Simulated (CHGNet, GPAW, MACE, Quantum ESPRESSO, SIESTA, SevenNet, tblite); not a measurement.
**Twisted Ti3C2O2 MXene bilayer, 38.21° (98 atoms): other programs against plane waves**

One geometry of twisted Ti3C2O2 MXene bilayer, 38.21° (98 atoms) is solved by several programs and methods. How far do their forces lie from a plane-wave PBE run?

Results are calculated, not measured.

### 1. The structure

The cell holds 98 atoms (42 Ti, 28 C and 28 O), with edges of 8.04, 8.04 and 30.65 Å. Recipe: Ti3C2O2 MXene (a = 3.04 Å) under Ti3C2O2 MXene (a = 3.04 Å), bilayer, commensurate cell of 7 unit cells a layer, twist 38.21 deg; facing planes 2.85 Å apart; 14 Å of vacuum; layers as built, displaced by a Gaussian of 0.01 Å. Then every atom was moved at random, 0.02 Å r.m.s. a Cartesian component.

### 2. The reference input

Quantum ESPRESSO 7.5: Kohn-Sham DFT, PBE, SSSP efficiency 1.3.0 pseudopotentials, plane waves. Its input, pw.in:

```
&control
  calculation = 'scf'
  pseudo_dir = './pseudo'
  outdir = './tmp'
  disk_io = 'none'
  tprnfor = .true.
/
&system
  ibrav = 0
  nat = 98
  ntyp = 3
  ecutwfc = 60
  ecutrho = 480
  nosym = .true.
  occupations = 'smearing'
  smearing = 'fd'
  degauss = 0.003675
/
&electrons
  conv_thr = 4.9e-07
  electron_maxstep = 100
  mixing_beta = 0.2
  mixing_mode = 'local-TF'
  diagonalization = 'david'
/
ATOMIC_SPECIES
Ti 47.867 Ti.upf
C 12.011 C.upf
O 15.999 O.upf
CELL_PARAMETERS angstrom
8.04310 0.00000 0.00000
-4.02155 6.96553 0.00000
0.00000 0.00000 30.65000
ATOMIC_POSITIONS crystal
Ti 0.00315 0.00182 0.34185
C 0.19096 0.23715 0.38285
C 0.23271 0.04669 0.29955
Ti 0.23658 0.04946 0.42394
[... 92 atom lines left out ...]
O 0.13853 0.70866 0.77146
O 0.14384 0.71180 0.54521
K_POINTS gamma
```

```console
$ OMP_NUM_THREADS=1 mpirun -np 4 pw.x -in pw.in > output.txt
```

Wall time 24 min (4 MPI ranks of Arm Neoverse V2, shared host); peak memory 6.6 GiB; 1.6 h of CPU time.

It converged with an r.m.s. force component of 0.38 eV/Å.

### 3. The other programs

- CHGNet: machine-learned potential, published weights.
- GPAW 26.7.0: PAW with atomic orbitals (LCAO), plane waves or a real-space grid of spacing h.
- MACE: machine-learned potential, published weights.
- SIESTA 5.4.2: numerical atomic orbitals, whose automatically made sets are far from complete, with PseudoDojo norm-conserving potentials that we converted to its format (checked against plane waves on the same files for H, C, O, Si, Ge and Ca alone); labels give functional, basis size, energy shift and mesh cutoff.
- SevenNet: machine-learned potential, published weights.
- tblite 0.8.0: extended tight binding, driven from Python.

All use the same cell and atoms, and the electronic-structure runs the same k-mesh.

### 4. All runs compared

Differences are against the reference: forces as r.m.s. over components, share as that over the reference's r.m.s. force, slope as the fitted ratio of a run's forces to the reference's.

```csv
run,"Δ force, r.m.s. (meV/Å)",share (%),slope,cores,CPU time,memory (GiB)
reference,-,-,-,4,1.6 h,6.6
CHGNet r2SCAN potential,278,74.0,0.315,1,3.9 s,1.3
"GPAW PBE, grid h 0.24 Å (coarse)",335,89.3,0.870,4,33 min,2.6
"GPAW PBE, plane waves 600 eV",36.9,9.81,1.030,4,36 min,3.8
MACE MPA-0 medium potential,272,72.4,0.784,1,8.2 s,1.2
"SIESTA PBE, DZP, shift 0.005 Ry, mesh 500 Ry",93.9,25.0,1.088,4,22 min,3.4
"SIESTA PBE, DZP, shift 0.01 Ry, mesh 150 Ry (coarse)",65.5,17.4,1.069,2,4.3 min,0.92
"SIESTA PBE, DZP, shift 0.01 Ry, mesh 500 Ry",62.9,16.7,1.073,4,15 min,2.9
"SIESTA PBE, SZP, shift 0.01 Ry, mesh 500 Ry (coarse)",124,32.9,1.109,2,12 min,2.2
SevenNet l3i5 potential,263,70.0,0.794,1,10 s,1.9
tblite GFN1-xTB,467,124,0.372,1,15 s,0.14
```

Rows marked coarse were listed beforehand as settings not expected to be converged; some can still land near the reference.

Times of the machine-learned potentials are mostly Python's start and the loading of weights.

Runs without a result: GPAW PBE, LCAO dzp, h 0.18 Å (cut off at its time limit); GPAW revPBE, LCAO dzp, h 0.18 Å (cut off at its time limit); GPAW PBE, LCAO szp(dzp), h 0.18 Å (cut off at its time limit).

CPU time is summed over cores on shared hosts, so it is rough.

### 5. Findings

Forces lie from 9.8 % (GPAW PBE, plane waves 600 eV) to 124 % (tblite GFN1-xTB) of the reference's r.m.s. force of 0.38 eV/Å away from it. Other PBE runs on plane waves or a grid: GPAW PBE, plane waves 600 eV 9.8 % of the r.m.s. force; potentials, cutoffs or grids differ between them, and this table alone doesn't tell which side is nearer the exact PBE result. The PBE runs in local orbitals, coarse settings apart, differ by 17 % (SIESTA PBE, DZP, shift 0.01 Ry, mesh 500 Ry) to 25 % (SIESTA PBE, DZP, shift 0.005 Ry, mesh 500 Ry); basis, grid and potentials can all enter. Tight binding differs by 124 % (tblite GFN1-xTB); it is another model, with fitted parameters of its own, and the xTB methods hold dispersion.

Machine-learned potentials differ by 70 % (SevenNet l3i5 potential) to 74 % (CHGNet r2SCAN potential); they were trained on other programs' data, some at another functional. Among those trained on PBE data the slope goes as low as 0.78, with a correlation of 0.75, so directions differ as well as sizes. Runs with settings chosen to be coarse differ by 17 % (SIESTA PBE, DZP, shift 0.01 Ry, mesh 150 Ry) to 89 % (GPAW PBE, grid h 0.24 Å), their programs' other errors included. SIESTA PBE, SZP, shift 0.01 Ry, mesh 500 Ry stiffens the forces by a factor of 1.11 while following their directions (correlation 0.963); the slopes of the 4 SIESTA runs lie between 1.07 and 1.11. From SIESTA PBE, DZP, shift 0.01 Ry, mesh 150 Ry to the finer SIESTA PBE, DZP, shift 0.01 Ry, mesh 500 Ry the share goes from 17.4 to 16.7 %, so the grid isn't what parts these runs from the reference.

**Limits.** Periodic xTB results under one method name differ between programs and library versions. Machine-learned potentials mimic data converged in k, so the reference's own k-point error enters their differences. The reference's PBE has no dispersion term, which matters for the binding between molecules or layers. The runs have no spin polarisation, so moments on Ti can't form, and no Hubbard term. The electronic-structure runs sample only Γ, in a cell whose shortest periodic width is 7 Å, which is coarse for a cell with partly filled levels. The slab repeats along its normal with no dipole correction. Where levels are smeared, the DFT runs use Fermi–Dirac occupations at 580 K (0.05 eV), and energies are free energies. The atoms were displaced at random, and shares hang on the size of the forces that this gives. The reference's cutoffs and mesh weren't converged further here.

[Logs are printed without paths, hosts, clocks, repeated set-up lines and the standing remarks that a program may print on its own settings, such as how far it seeks lower states.]

[Hosts, paths, dates, database ids (printed as entryN), source tags and the programs' standing remarks are cut or masked in the printed files.]

[Cells were taken only where this reference lay near another plane-wave run.]
